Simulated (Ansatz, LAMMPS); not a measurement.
# Aqueous Cs+ and OH-, 1.9 mol of salt per kg of water, from a frame at 300 K (93 atoms): geometry optimisation, part 3 of 3

How does aqueous Cs+ and OH-, 1.9 mol of salt per kg of water, from a frame at 300 K (93 atoms) relax, and what do bonds, charges and levels look like afterwards?

Ansatz 0.2.0; Kohn-Sham DFT, PBE+D4, PAW (set soft_2), plane waves.

The cell: 31 O, 61 H and 1 Cs. The network of contacts between molecules at the start is that of the classical potential that made the cell. The density was typed from a rule of thumb and may lie off the real one at this temperature. Sampling is at Γ alone, for a cell whose shortest periodic width is 10 Å. Spin–orbit coupling is left out.

So far. Step 4 (Relaxation): The relaxation changed the energy by -61.7 meV/atom, and atoms moved by 0.56 Å r.m.s., 1.6 Å at most.

## Step 6: Single point at the relaxed geometry

The electronic structure is read at the final geometry, in a run of its own.

input.yaml

```yaml
crystal:
  lattice:
    - [9.76803, 0.0, 0.0]
    - [0.0, 9.76803, 0.0]
    - [0.0, 0.0, 9.76803]
  atoms:
    - { symbol: O, position: [0.04145, 0.60157, 0.91835] }
    - { symbol: H, position: [0.04492, 0.50002, 0.92623] }
    - { symbol: H, position: [0.11996, 0.6266, 0.85593] }
    - { symbol: O, position: [0.50676, 0.29952, 0.39445] }
    - { symbol: H, position: [0.45669, 0.32474, 0.47721] }
    - { symbol: H, position: [0.58233, 0.3682, 0.38702] }
    - { symbol: O, position: [0.73302, 0.43486, 0.13761] }
    - { symbol: H, position: [0.72456, 0.46428, 0.23915] }
    - { symbol: H, position: [0.78788, 0.50416, 0.09222] }
    - { symbol: O, position: [0.64508, 0.54556, 0.67195] }
    - { symbol: H, position: [0.70899, 0.47151, 0.65284] }
    - { symbol: H, position: [0.69796, 0.60616, 0.73658] }
    - { symbol: O, position: [0.5328, 0.99591, 0.91788] }
    - { symbol: H, position: [0.49805, 0.01425, 0.82395] }
    - { symbol: H, position: [0.56071, 0.08731, 0.95162] }
    - { symbol: O, position: [0.96849, 0.61885, 0.41911] }
    - { symbol: H, position: [0.03953, 0.56379, 0.46398] }
    - { symbol: H, position: [0.88344, 0.56373, 0.41269] }
    - { symbol: O, position: [0.1287, 0.77622, 0.12816] }
    - { symbol: H, position: [0.05634, 0.84562, 0.14211] }
    - { symbol: H, position: [0.09057, 0.70766, 0.06352] }
    - { symbol: O, position: [0.07678, 0.26162, 0.41356] }
    - { symbol: H, position: [0.1342, 0.34437, 0.43398] }
    - { symbol: H, position: [0.13481, 0.18025, 0.43579] }
    - { symbol: O, position: [0.37495, 0.79325, 0.01194] }
    - { symbol: H, position: [0.42316, 0.87978, 0.98995] }
    - { symbol: H, position: [0.28576, 0.81397, 0.05586] }
    - { symbol: O, position: [0.05461, 0.32124, 0.93743] }
    - { symbol: H, position: [0.98714, 0.27673, 0.87521] }
    - { symbol: H, position: [0.02592, 0.28897, 0.02989] }
    - { symbol: O, position: [0.91817, 0.9582, 0.19391] }
    - { symbol: H, position: [0.92757, 0.05902, 0.18302] }
    - { symbol: H, position: [0.93855, 0.93795, 0.29251] }
    - { symbol: O, position: [0.71403, 0.83194, 0.05288] }
    - { symbol: H, position: [0.78725, 0.88574, 0.09938] }
    - { symbol: H, position: [0.65484, 0.89623, 0.0009] }
    - { symbol: O, position: [0.80556, 0.70305, 0.82717] }
    - { symbol: H, position: [0.89561, 0.66042, 0.85329] }
    - { symbol: H, position: [0.77114, 0.74431, 0.91398] }
    - { symbol: O, position: [0.38786, 0.11175, 0.23513] }
    - { symbol: H, position: [0.35182, 0.1413, 0.14736] }
    - { symbol: H, position: [0.42517, 0.19588, 0.27902] }
    - { symbol: O, position: [0.94815, 0.23641, 0.17756] }
    - { symbol: H, position: [0.0005, 0.2542, 0.26481] }
    - { symbol: H, position: [0.86899, 0.2989, 0.17666] }
    - { symbol: O, position: [0.42931, 0.76711, 0.57858] }
    - { symbol: H, position: [0.49625, 0.69362, 0.58742] }
    - { symbol: H, position: [0.38184, 0.75045, 0.49059] }
    - { symbol: O, position: [0.31056, 0.69207, 0.33458] }
    - { symbol: H, position: [0.39903, 0.69212, 0.28567] }
    - { symbol: H, position: [0.23988, 0.72042, 0.26777] }
    - { symbol: O, position: [0.99665, 0.88595, 0.44771] }
    - { symbol: H, position: [0.98785, 0.78352, 0.44041] }
    - { symbol: H, position: [0.9499, 0.90966, 0.53552] }
    - { symbol: O, position: [0.8254, 0.27117, 0.53049] }
    - { symbol: H, position: [0.78493, 0.35, 0.47792] }
    - { symbol: H, position: [0.92169, 0.26649, 0.49735] }
    - { symbol: O, position: [0.40875, 0.38522, 0.66563] }
    - { symbol: H, position: [0.48759, 0.44722, 0.67954] }
    - { symbol: H, position: [0.36914, 0.37533, 0.76035] }
    - { symbol: O, position: [0.84672, 0.93763, 0.67325] }
    - { symbol: H, position: [0.83763, 0.85645, 0.73347] }
    - { symbol: H, position: [0.85169, 0.02001, 0.73159] }
    - { symbol: O, position: [0.6102, 0.25739, 0.95519] }
    - { symbol: H, position: [0.64658, 0.31779, 0.02762] }
    - { symbol: H, position: [0.51532, 0.28711, 0.93834] }
    - { symbol: O, position: [0.23201, 0.03803, 0.46125] }
    - { symbol: H, position: [0.15942, 0.9668, 0.45463] }
    - { symbol: H, position: [0.27926, 0.04308, 0.37175] }
    - { symbol: O, position: [0.84457, 0.20033, 0.79205] }
    - { symbol: H, position: [0.83233, 0.23692, 0.69684] }
    - { symbol: H, position: [0.75869, 0.22148, 0.84061] }
    - { symbol: O, position: [0.26665, 0.66745, 0.78925] }
    - { symbol: H, position: [0.31323, 0.71839, 0.86362] }
    - { symbol: H, position: [0.30515, 0.7065, 0.70452] }
    - { symbol: O, position: [0.21024, 0.48436, 0.48637] }
    - { symbol: H, position: [0.27585, 0.46328, 0.56055] }
    - { symbol: H, position: [0.25615, 0.54957, 0.42278] }
    [... 9 atom lines left out ...]
    - { symbol: O, position: [0.438, 0.53047, 0.07476] }
    - { symbol: H, position: [0.43044, 0.6289, 0.05171] }
    - { symbol: H, position: [0.53338, 0.51428, 0.09895] }
    - { symbol: O, position: [0.72004, 0.48144, 0.39172] }
    - { symbol: H, position: [0.6784, 0.5405, 0.4604] }
    - { symbol: Cs, position: [0.63785, 0.00112, 0.44409] }
kpoints:
  mp_grid: { grid: [1, 1, 1] }
hamiltonian:
  xc: pbe
  dispersion: d4
scf:
  occupations: { method: fixed }
output:
  forces: true
  stress: true
  populations: intrinsic
  dos:
    method: { smearing: { sigma: 0.15 } }
    de: 0.1
    projected: { site_lists: { Cs: [Cs], H: [H], O: [O] } }
  eigenvalues: true
  write_density: true
  write_potential: true
  volumetric_format: npy
```

Launch:

```
$ ansatz run input.yaml --threads 4 --pin off --max-ram 8192MiB --backend cpu --events-out ev --progress --plain --runs-dir out
```

Numbers of over 12 decimals in the logs are rounded to 6 here.

What it wrote:

```text
[...]
Crystal: 93 atoms, lattice volume = 932.011 Å³
Basis set: ecut = 420 eV, 18277 PW (Γ), exchange–correlation on 144×144×144 points (8 copies of the dense FFT grid, shifted against one another)
Bands: 221, of which v1, the nominal top of the filled ones, is band 128 counted from 1 (127 counted from 0)
Symmetry: 1 space group operations
[...]
k-points: 1
[...]
SCF iter   1: F=—  HF=-24251.304372 eV  |F-HF|=—  |Δ(HF+E_count)|=         —  Δρ=2.77e-3  dr2=8.68e-2  ethr=1.77e-3  ⟨swp⟩=5.0  Hψ=786  notcnv=0  defer=91
[...]
SCF iter   9: F=-24251.229263 eV  HF=-24251.229263 eV  |F-HF|=7.30e-9  |Δ(HF+E_count)|=   2.54e-8  Δρ=1.09e-6  dr2=9.81e-9  ethr=3.91e-11  ⟨swp⟩=22.0  Hψ=2235  notcnv=0
[...]
SCF 1 converged in 9 iterations: F = -24251.229263 eV  dr2 = 9.81e-9
[...]
WARN: The input density's exchange-correlation potential varies sharply where the density is thin. Do not read a vacuum level from v_tot or v_xc, or from such a field of the output density. On a cell that repeats whose density bears no net charge and no dipole along the vacuum's axis use v_es (v_loc + v_h of the components); [...]
SCF converged after 9 iterations
Free energy (F): -24251.229263 eV
[...]
Internal energy: -24251.229263 eV  (E = F + TS)
E sigma→0 (E₀):  -24251.229263 eV
Fermi energy:    -2.113297 eV
[...]
--- Forces (eV/Å), atoms counted from 1 ---
  atom   1  O      0.00328547    -0.00308216    -0.00857825
  atom   2  H     -0.00285144    -0.00223268     0.00500497
  atom   3  H     -0.00374790     0.00419961     0.00052726
  atom   4  O      0.00101263     0.00626270     0.00032307
  atom   5  H     -0.00189832    -0.00419159    -0.00005057
  atom   6  H     -0.00097793    -0.00005326    -0.00504143
  atom   7  O     -0.01872259     0.00939163     0.02892638
  atom   8  H      0.00744727    -0.03585146    -0.03775701
  atom   9  H      0.02193476     0.01405027    -0.01433115
  atom  10  O     -0.00620644     0.00810032     0.00424847
  atom  11  H      0.00813846    -0.00406674     0.00399462
  atom  12  H      0.00141357    -0.00808049    -0.00445344
  atom  13  O      0.00608753    -0.00314561     0.00504824
  atom  14  H     -0.00072582     0.00075516    -0.00397035
[...]
atom  92  H      0.01774151    -0.01877348     0.02486341
  atom  93  Cs    -0.00275947    -0.00171292    -0.00250497
  max |Σ_I F_I| component: 3.80e-5 eV/Å
--- Stress (GPa, compression-positive) ---
       -0.273134      -0.135266      -0.393729
       -0.135267       0.020896       0.148172
       -0.393729       0.148172       0.139708
  P = ⅓ Tr σ = -0.0375 GPa (-0.375 kbar)
--- Band table (eV) ---
[...]
--- intrinsic populations: 93 sites ---
  site symbol       q [e]
     0      O      6.7611
     1      H      0.6274
     2      H      0.6219
[...]
92     Cs      8.1128
  spilling = 0.000000 (of n_electrons = 256.000000)
```

The job ended after 6.5 s (4 threads of Intel Xeon Platinum 8488C (Sapphire Rapids), shared host; peak memory 1.1 GiB).

The program notes that the exchange-correlation potential is rough where the density is thin.

The run gave:

* free energy: -24251.2293 eV
* free energy per atom: -260.7659 eV/atom
* SCF cycles: 9
* pressure: -0.03751 GPa
* r.m.s. force component: 0.00989 eV/Å
* longest force: 0.0526 eV/Å
* Fermi energy: -2.113 eV
* gap (highest filled to lowest empty level): 4.77 eV

Intrinsic-atomic-orbital charges by element:

| element | coordination | atoms | mean charge (e) | spread | least | most |
| --- | --- | --- | --- | --- | --- | --- |
| Cs | all | 1 | 0.887 | 0 | 0.887 | 0.887 |
| H | all | 61 | 0.376 | 0.0086 | 0.353 | 0.402 |
| O | all | 31 | -0.769 | 0.0222 | -0.837 | -0.739 |

States in the cell by windows of 1 eV, zero at the Fermi level; the larger projections on atomic orbitals stand beside the total:

| from (eV) | to (eV) | total | O p | H s |
| --- | --- | --- | --- | --- |
| -14 | -8 | 0.0 | 0.0 | 0.0 |
| -8 | -7 | 4.5 | 3.1 | 1.3 |
| -7 | -6 | 44.6 | 30.9 | 12.9 |
| -6 | -5 | 16.9 | 8.1 | 3.2 |
| -5 | -4 | 8.8 | 6.5 | 1.2 |
| -4 | -3 | 20.3 | 15.8 | 2.0 |
| -3 | -2 | 25.0 | 21.2 | 1.3 |
| -2 | -1 | 18.0 | 16.9 | 0.2 |
| -1 | 0 | 51.7 | 50.8 | 0.2 |
| 0 | 1 | 2.2 | 2.1 | 0.0 |
| 1 | 4 | 0.0 | 0.0 | 0.0 |
| 4 | 5 | 1.9 | 0.0 | 1.0 |

With fixed occupations the program's Fermi level is the highest filled level; weight inside the gap is the broadening of levels at its edges.

Between -20 and -14 eV lie 64 more states.

The levels nearest the highest filled one (over half full), pooled over k-points and spins:

| level less the highest filled one (eV) | occupation |
| --- | --- |
| -0.436 | 2 |
| -0.302 | 2 |
| -0.258 | 2 |
| -0.157 | 2 |
| -0.112 | 2 |
| 0 | 2 |
| 4.77 | 0 |
| 6.41 | 0 |
| 6.56 | 0 |
| 6.91 | 0 |
| 6.92 | 0 |
| 7.00 | 0 |

Valence density in the ab plane at fractional z = 0.444, with atoms of H and O and Cs within 0.2 Å of it. It is the smooth field of the valence electrons, not physical close to the nuclei.

Ten steps, logarithmic in the rise over the least value, from '_' (0.0 e/Å³) to '@' (6.8 e/Å³), each cell a mean:
```
++==--==******++--..______::==**++==++++==::____..--==
%%##==--====--::..________..--++++**++++--..__..--**%%
@@%%++::......______________..--======--..____..==##@@
%%##==..______________________....::....______..--**%%
**==::..________....::::....____________________::==**
++--..________..::::----::..____________________..--++
--::________..::------::....____________________::--==
**--..______..::--::::..______________________::==**##
%%++::..__....::::::..______________....____..--**%%@@
%%**--..::--==--::..____________..::----::..::==**%%@@
****--::==++****--..____________..==****==--::==++****
----::--**##%%**==..____________::==####**==::::------
......--**%%%%**--..__________..::==**####++::........
____..--++****==::..____........::--++**++==::..______
....--====----::..__..::--====----::::--====--..______
::==++**++--..______..==**##**++--::..::--====::::....
++##%%##++::..______..==##%%##**--..__..--======--::--
**%%@@%%++::________..--++****++::..__..::======------
++##%%##++::..________..--====--..____..::------::::::
::==++**++--....________..............................
__..::--==--==--..__________..::------::..____________
____..::==**##**==::______..::==++++++==::..__________
____..--++%%@@%%**--______::==++**++**++==..__________
......--**%%@@%%++::______::==**++::++**==::______....
```
Columns run along a (9.8 Å), rows up along b (9.8 Å). Atoms in or near the plane, at fractional coordinates: H at (0.04, 0.56), H at (0.13, 0.34), H at (0.13, 0.18), O at (0.00, 0.89), H at (0.99, 0.78), O at (0.23, 0.04), H at (0.16, 0.97), H at (0.68, 0.54), Cs at (0.64, 0.00).

Electrostatic potential energy in the ab plane at fractional z = 0.444, with atoms of H and O and Cs within 0.2 Å of it. With pseudopotentials it is smooth inside the atoms' cores, unlike the true potential.

Ten even steps from '0' (-38 eV) to '9' (5 eV), each cell a mean:
```
899503579999986334336899998
159857999999998533357999971
028999999999999876789999940
049999999999999999999999961
289999999989999999999999982
389999999878999999999999983
899999999888999999999999998
799999999999999999999999965
179999999999999999999999710
048999778999999998789997510
327997327999999996148986565
878971048999999997215998899
999961169999999999624999999
999986799999999999878999999
998669999999888889998789999
986128999998445789997479999
831269999998302799998888889
710179999999755899999999889
841258999999999999999999999
986128999999999999999999999
998679999999999988889999999
999996358999998644468999999
999970006999987333337899999
999850017999986334335899999
```
Columns run along a (9.8 Å; values clipped at the 3rd and 97th percentile), rows up along b (9.8 Å). Atoms in or near the plane, at fractional coordinates: H at (0.04, 0.56), H at (0.13, 0.34), H at (0.13, 0.18), O at (0.00, 0.89), H at (0.99, 0.78), O at (0.23, 0.04), H at (0.16, 0.97), H at (0.68, 0.54), Cs at (0.64, 0.00).

Mean intrinsic-atomic-orbital charges: Cs +0.89, H +0.38, O -0.77 e. The largest share in the top eV of filled states is O p (99 % of the projected weight), and in the lowest eV of empty states H s (58 % of the projected weight).

Local excerpt of 10 atoms (numbers count through the whole input) about Cs93, the only Cs atom; x, y, z are measured from there.

| atom | x | y | z | distance (Å) | intrinsic-atomic-orbital charge (e) |
| --- | --- | --- | --- | --- | --- |
| Cs93 | 0.00 | 0.00 | 0.00 | 0.00 | 0.89 |
| O85 | -2.00 | 0.85 | 2.20 | 3.09 | -0.79 |
| O61 | 2.04 | -0.62 | 2.24 | 3.09 | -0.80 |
| O82 | -0.48 | -2.68 | -1.61 | 3.16 | -0.79 |
| O4 | -1.28 | 2.91 | -0.48 | 3.22 | -0.79 |
| H42 | -2.08 | 1.90 | -1.61 | 3.25 | 0.38 |
| H86 | -2.76 | 0.54 | 1.66 | 3.26 | 0.39 |
| H54 | 3.05 | -0.89 | 0.89 | 3.30 | 0.37 |
| O55 | 1.83 | 2.64 | 0.84 | 3.32 | -0.80 |
| O46 | -2.04 | -2.29 | 1.31 | 3.33 | -0.77 |

## Step 7: Another setting: scf.convergence.dr2_threshold = 1e-05

Changed here: scf.convergence.dr2_threshold = 1e-05.

input.yaml: that of step 6 with these lines changed.

```diff
@@ -6,3 +6,3 @@
   atoms:
-    [... the 93 atom lines of step 6 ...]
+    [... the 93 atom lines of step 3 ...]
 kpoints:
@@ -14,2 +14,3 @@
   occupations: { method: fixed }
+  convergence: { dr2_threshold: 1.0e-05 }
 output:
@@ -23,4 +24 @@
   eigenvalues: true
-  write_density: true
-  write_potential: true
-  volumetric_format: npy
```

What it wrote:

```text
Warning: scf.convergence.dr2_threshold = 1e-5 eV is looser than this run's default, which is 1e-7 eV or tighter. The error in the forces grows as the threshold's square root, so leave the key out unless less accurate forces are enough
Warning: output.stress: scf.convergence.dr2_threshold = 1e-5 eV is looser than the 9.3e-9 eV advised for a printed stress (1e-10 eV for each atom of the cell: 93). What an SCF threshold leaves in a stress goes as its square root, and in the free energy as the threshold itself, and one threshold admits the most on a small cell: [...]
[...]
Crystal: 93 atoms, lattice volume = 932.011 Å³
Basis set: ecut = 420 eV, 18277 PW (Γ), exchange–correlation on 144×144×144 points (8 copies of the dense FFT grid, shifted against one another)
Bands: 221, of which v1, the nominal top of the filled ones, is band 128 counted from 1 (127 counted from 0)
Symmetry: 1 space group operations
[...]
k-points: 1
[...]
SCF iter   1: F=—  HF=-24245.579690 eV  |F-HF|=—  |Δ(HF+E_count)|=         —  Δρ=3.56e-3  dr2=1.51e-1  ethr=1.77e-3  ⟨swp⟩=5.0  Hψ=793  notcnv=0  defer=91
[...]
SCF iter   7: F=-24245.493286 eV  HF=-24245.493287 eV  |F-HF|=1.17e-6  |Δ(HF+E_count)|=   2.35e-6  Δρ=1.99e-5  dr2=2.82e-6  ethr=3.91e-9  ⟨swp⟩=18.0  Hψ=1673  notcnv=0
SCF 1 converged in 7 iterations: F = -24245.493286 eV  dr2 = 2.82e-6
[...]
SCF converged after 7 iterations
Free energy (F): -24245.493286 eV
[...]
Internal energy: -24245.493286 eV  (E = F + TS)
E sigma→0 (E₀):  -24245.493286 eV
Fermi energy:    -1.862893 eV
[...]
--- Forces (eV/Å), atoms counted from 1 ---
  atom   1  O      0.71496192     0.24565007    -0.45555904
  atom   2  H     -0.08862810     0.34842423    -0.22619711
  atom   3  H     -0.98555335    -0.85256163     0.51942751
  atom   4  O      0.41579056     0.55203848    -0.17140087
  atom   5  H      0.30745377    -0.45783577    -0.71578270
  atom   6  H     -0.69893087    -0.29552326     0.57568803
  atom   7  O      0.66234895     0.11236349    -0.99599150
  atom   8  H     -0.29220109     0.05006331    -0.38055277
  atom   9  H     -0.78914171    -0.21226729     1.04828405
  atom  10  O      0.05704286     0.52387549    -0.05291183
  atom  11  H      0.42336043    -0.53364229     2.04002870
  atom  12  H     -0.07877961    -0.12567658    -0.29004869
  atom  13  O     -0.01405414    -0.07341450     0.33147706
  atom  14  H      0.45525511     0.84170384     0.60397660
[...]
atom  92  H      1.10013555    -0.97860153    -2.12719984
  atom  93  Cs     0.06245380     0.14597486    -0.32180422
  max |Σ_I F_I| component: 4.65e-4 eV/Å
--- Stress (GPa, compression-positive) ---
       -2.566968       0.343439      -0.347844
        0.343439      -1.345342      -0.170733
       -0.347845      -0.170734      -2.327896
  P = ⅓ Tr σ = -2.0801 GPa (-20.801 kbar)
--- Band table (eV) ---
[...]
--- intrinsic populations: 93 sites ---
  site symbol       q [e]
     0      O      6.7750
     1      H      0.6239
     2      H      0.6238
[...]
92     Cs      8.1085
  spilling = -0.000000 (of n_electrons = 256.000000)
```

Elapsed: 6 s, on 4 threads; peak memory 1 GiB; 21 s of CPU time.

The program notes that the SCF threshold is loose for forces and the SCF threshold is loose for the stress.

Forces differ from those of the single point at the start by 0.17 meV/Å r.m.s., 0.031 % of their size. It took 0.91 times the reference's time (shared host, so rough).

## Step 8: Results

| Property | Result |
| --- | --- |
| energy change in the relaxation | -61.68 meV/atom |
| r.m.s. displacement | 0.559 Å |
| largest displacement | 1.552 Å |
| free energy per atom | -260.7659 eV/atom |
| pressure | -0.03751 GPa |
| r.m.s. force component | 0.00989 eV/Å |
| gap (highest filled to lowest empty level) | 4.77 eV |
| wall time of the 4 DFT runs | 1.7 min |

In words: Relaxation lowers the energy by 61.7 meV/atom and moves atoms by 0.56 Å r.m.s.; the r.m.s. force component goes from 0.55 to 0.0099 eV/Å, the pressure goes from -2.1 to -0.038 GPa, and the gap from 4.14 to 4.77 eV. From the first step to the last the energy fell by 5.736 eV, and the largest move was 1.55 Å (H20). The highest filled and lowest empty levels differ by 4.77 eV (at Γ alone); a semilocal functional tends to put such gaps too low. In a disordered cell it changes from sample to sample and from frame to frame.

Caveats: The network of contacts between molecules at the start is that of the classical potential that made the cell; in DFT atoms moved by 0.56 Å r.m.s. The program warns that the dispersion model switches its C6 values near this geometry, which can put artefacts into forces and pressure.

[Logs are printed without paths, hosts, clocks, repeated set-up lines and the standing remarks that a program may print on its own settings, such as how far it seeks lower states.]

[Hosts, paths, dates, database ids (printed as entryN), source tags and the programs' standing remarks are cut or masked in the printed files.]
